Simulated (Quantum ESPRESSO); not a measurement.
# VClO: parallel and opposed starts

Aim: find out which collinear order of VClO costs least.

Calculated with Quantum ESPRESSO 7.5; LDA; plane waves with GBRV 1.5 LDA potentials, no spin-orbit coupling.

Report form: the programs' logs are mostly left out.

### Step 1. The structure

Symmetry: Pmmn, No. 59, orthorhombic system. Conventional cell: a = 3.300 Å, b = 3.780 Å, c = 7.910 Å, α = 90.00°, β = 90.00°, γ = 90.00°. V has 4 O at 1.97 to 2.08 Å and 2 Cl at 2.36 Å nearest. Nearest to Cl lie 2 V at 2.36 Å. Nearest to O lie 4 V at 1.97 to 2.08 Å. Farther neighbours and most contacts between anions are not listed.

The cell comes from the Crystallography Open Database.

### Step 2. Run 1, typed as ferro ++

The signs are those of the starting moments on the seeded atoms, the atoms that are given a moment.

Contents of pw.in:

```
&CONTROL
  calculation = 'scf'
  prefix = 'pwscf'
  outdir = './tmp'
  pseudo_dir = './pseudo'
  disk_io = 'nowf'
/
&SYSTEM
  ibrav = 0
  nat = 6
  ntyp = 3
  ecutwfc = 40
  ecutrho = 280
  nbnd = 38
  occupations = 'smearing'
  smearing = 'fd'
  degauss = 0.00367493
  nspin = 2
  starting_magnetization(1) = 0.1538
  starting_magnetization(2) = 0
  starting_magnetization(3) = 0
/
&ELECTRONS
  conv_thr = 1.2d-08
  electron_maxstep = 150
  mixing_beta = 0.3
/
ATOMIC_SPECIES
V      50.9415 v_lda_v1.4.uspp.F.UPF
Cl     35.4500 cl_lda_v1.4.uspp.F.UPF
O      15.9990 o_lda_v1.2.uspp.F.UPF
CELL_PARAMETERS angstrom
   3.3000000000    0.0000000000    0.0000000000
   0.0000000000    3.7800000000    0.0000000000
   0.0000000000    0.0000000000    7.9100000000
ATOMIC_POSITIONS crystal
V       0.0000000000    0.5000000000    0.1148000000
V       0.5000000000    0.0000000000    0.8852000000
Cl      0.5000000000    0.5000000000    0.3279000000
Cl      0.0000000000    0.0000000000    0.6721000000
O       0.5000000000    0.5000000000    0.9542000000
O       0.0000000000    0.0000000000    0.0458000000
K_POINTS automatic
6 6 6 0 0 0
```

Launch:

```bash
$ OMP_NUM_THREADS=1 mpirun -n 4 pw.x -nk 4 -in pw.in > pw.out
```

Elapsed: 64 s, on 4 MPI ranks of Arm Neoverse V1, shared host; peak memory 0.62 GiB; 4.3 min of CPU time.

Spin moment in the atom's sphere by atom:

```
atom  spin moment in the atom's sphere (μB)
  V1                                   1.49
  V2                                   1.49
 Cl3                                   0.00
 Cl4                                   0.00
  O5                                  -0.01
  O6                                  -0.01
```

Numbers from this step:

```yaml
smearing_term_ts: 0.05118 eV
magnetization: 4 μB
absolute_magnetization: 4.137 μB
final_state: ferromagnetic
```

### Step 3. Run 2, typed as antiferro +−

pw.in, as its differences from that of step 2:

```diff
@@ -10,6 +10,6 @@
   nat = 6
-  ntyp = 3
+  ntyp = 4
   ecutwfc = 40
   ecutrho = 280
-  nbnd = 38
+  nbnd = 36
   occupations = 'smearing'
@@ -19,4 +19,5 @@
   starting_magnetization(1) = 0.1538
-  starting_magnetization(2) = 0
+  starting_magnetization(2) = -0.1538
   starting_magnetization(3) = 0
+  starting_magnetization(4) = 0
 /
@@ -28,3 +29,4 @@
 ATOMIC_SPECIES
-V      50.9415 v_lda_v1.4.uspp.F.UPF
+V1     50.9415 v_lda_v1.4.uspp.F.UPF
+V2     50.9415 v_lda_v1.4.uspp.F.UPF
 Cl     35.4500 cl_lda_v1.4.uspp.F.UPF
@@ -36,4 +38,4 @@
 ATOMIC_POSITIONS crystal
-V       0.0000000000    0.5000000000    0.1148000000
-V       0.5000000000    0.0000000000    0.8852000000
+V1      0.0000000000    0.5000000000    0.1148000000
+V2      0.5000000000    0.0000000000    0.8852000000
 Cl      0.5000000000    0.5000000000    0.3279000000
```

Wall time 64 s (4 MPI ranks); peak memory 0.69 GiB.

Spin moment in the atom's sphere by atom:

```
atom  spin moment in the atom's sphere (μB)
  V1                                   1.43
  V2                                  -1.43
 Cl3                                   0.00
 Cl4                                   0.00
  O5                                   0.03
  O6                                  -0.03
```

Read from the output:

```
smearing term TS       : 0.05922 eV
magnetization          : 0 μB
absolute magnetization : 3.956 μB
final state            : antiferromagnetic
```

### Step 4. Run 3 (no spin polarisation)

pw.in, as its differences from that of step 3:

```diff
@@ -10,3 +10,3 @@
   nat = 6
-  ntyp = 4
+  ntyp = 3
   ecutwfc = 40
@@ -17,7 +17,2 @@
   degauss = 0.00367493
-  nspin = 2
-  starting_magnetization(1) = 0.1538
-  starting_magnetization(2) = -0.1538
-  starting_magnetization(3) = 0
-  starting_magnetization(4) = 0
 /
@@ -29,4 +24,3 @@
 ATOMIC_SPECIES
-V1     50.9415 v_lda_v1.4.uspp.F.UPF
-V2     50.9415 v_lda_v1.4.uspp.F.UPF
+V      50.9415 v_lda_v1.4.uspp.F.UPF
 Cl     35.4500 cl_lda_v1.4.uspp.F.UPF
@@ -38,4 +32,4 @@
 ATOMIC_POSITIONS crystal
-V1      0.0000000000    0.5000000000    0.1148000000
-V2      0.5000000000    0.0000000000    0.8852000000
+V       0.0000000000    0.5000000000    0.1148000000
+V       0.5000000000    0.0000000000    0.8852000000
 Cl      0.5000000000    0.5000000000    0.3279000000
```

It took 32 s on 4 MPI ranks; peak memory 0.6 GiB; 2.1 min of CPU time.

Read from the output:

```
smearing term TS : 0.08962 eV
final state      : non-magnetic (no spin polarisation)
```

### Step 5. Ranking

An order is kept where moments of 0.15 μB or more survive with the typed signs; meshes match where a doubled cell samples the same k points as the first cell.

Orders:

```
               start        final state  typed order kept  energy over the lowest (meV a seeded atom)  largest site moment (μB)  net moment (μB a cell of the first run)  mesh matched  CPU time (s)
            ferro ++      ferromagnetic               yes                                           0                     1.494                                        4           yes         256.1
        antiferro +-  antiferromagnetic               yes                                       29.82                     1.429                                        0           yes         255.7
no spin polarisation       non-magnetic                 -                                       384.4                         0                                        0           yes         127.2
```

### Step 6. The lowest state again, with its states saved

pw.in, as its differences from that of step 4:

```diff
@@ -5,3 +5,3 @@
   pseudo_dir = './pseudo'
-  disk_io = 'nowf'
+  disk_io = 'low'
 /
@@ -9,2 +9,3 @@
   ibrav = 0
+  celldm(1) = 8
   nat = 6
@@ -13,3 +14,3 @@
   ecutrho = 280
-  nbnd = 36
+  nbnd = 42
   occupations = 'smearing'
@@ -17,2 +18,6 @@
   degauss = 0.00367493
+  nspin = 2
+  starting_magnetization(1) = 0.1538
+  starting_magnetization(2) = 0
+  starting_magnetization(3) = 0
 /
@@ -27,6 +32,6 @@
 O      15.9990 o_lda_v1.2.uspp.F.UPF
-CELL_PARAMETERS angstrom
-   3.3000000000    0.0000000000    0.0000000000
-   0.0000000000    3.7800000000    0.0000000000
-   0.0000000000    0.0000000000    7.9100000000
+CELL_PARAMETERS alat
+   0.7795120264081    0.0000000000000    0.0000000000000
+   0.0000000000000    0.8928955938857    0.0000000000000
+   0.0000000000000    0.0000000000000    1.8684667057237
 ATOMIC_POSITIONS crystal
```

Elapsed: 71 s, on 4 MPI ranks; peak memory 0.64 GiB.

Read from the output:

| Property | Result |
| --- | --- |
| smearing term TS | 0.05118 eV |
| magnetization | 4 μB |
| absolute magnetization | 4.137 μB |
| final state | ferromagnetic |
| largest moment | 1.494 μB |

### Step 7. Another way to count moments

projwfc.x projects the saved states on orthogonalised atomic orbitals of the pseudopotential files.

Wall time 2.6 s (4 MPI ranks); peak memory 0.27 GiB.

```
atom  moment in the sphere (μB)  Löwdin moment (μB)  Löwdin charge (e)
  V1                      1.494               2.009             11.926
  V2                      1.494               2.009             11.926
 Cl3                      0.000              -0.008              7.264
 Cl4                      0.000              -0.008              7.264
  O5                     -0.010              -0.021              6.710
  O6                     -0.010              -0.021              6.710
```

### Step 8. What came out

- lowest state found: ferromagnetic (from ferro ++)
- largest site moment: 1.49 μB
- next state with moments: antiferromagnetic, 29.8 meV a seeded atom higher
- state without moments: 384 meV a seeded atom higher

**Reading.** Forming the moments gains more than four times the spread of the orders, as local moments do. The largest moment reads 1.49 μB in the sphere and 2.01 μB by Löwdin projection; a site moment hangs on how space is shared out. Only these 3 starts were compared; other wavevectors, canted and longer-period orders were not. No Hubbard term acts here. In such compounds local and semilocal functionals without one often delocalise the d electrons, and can shrink or lose moments and miss the size, sign and order of the couplings. The smearing term is large for its width, so states at the Fermi level are partly filled: at this level the cell is a metal or has a gap of a few widths at most.

[Logs and program files are shortened in this print: banners, set-up blocks, solver, clock and traceback lines can be left out without a mark of their own.]

[Logs are printed without paths, hosts, clocks, repeated set-up lines and the standing remarks that a program may print on its own settings, such as how far it seeks lower states.]

[Hosts, paths, dates, database ids (printed as entryN), source tags and the programs' standing remarks are cut or masked in the printed files.]

[Where a cell is said to come from a database of computed structures, the database is the Materials Project.]
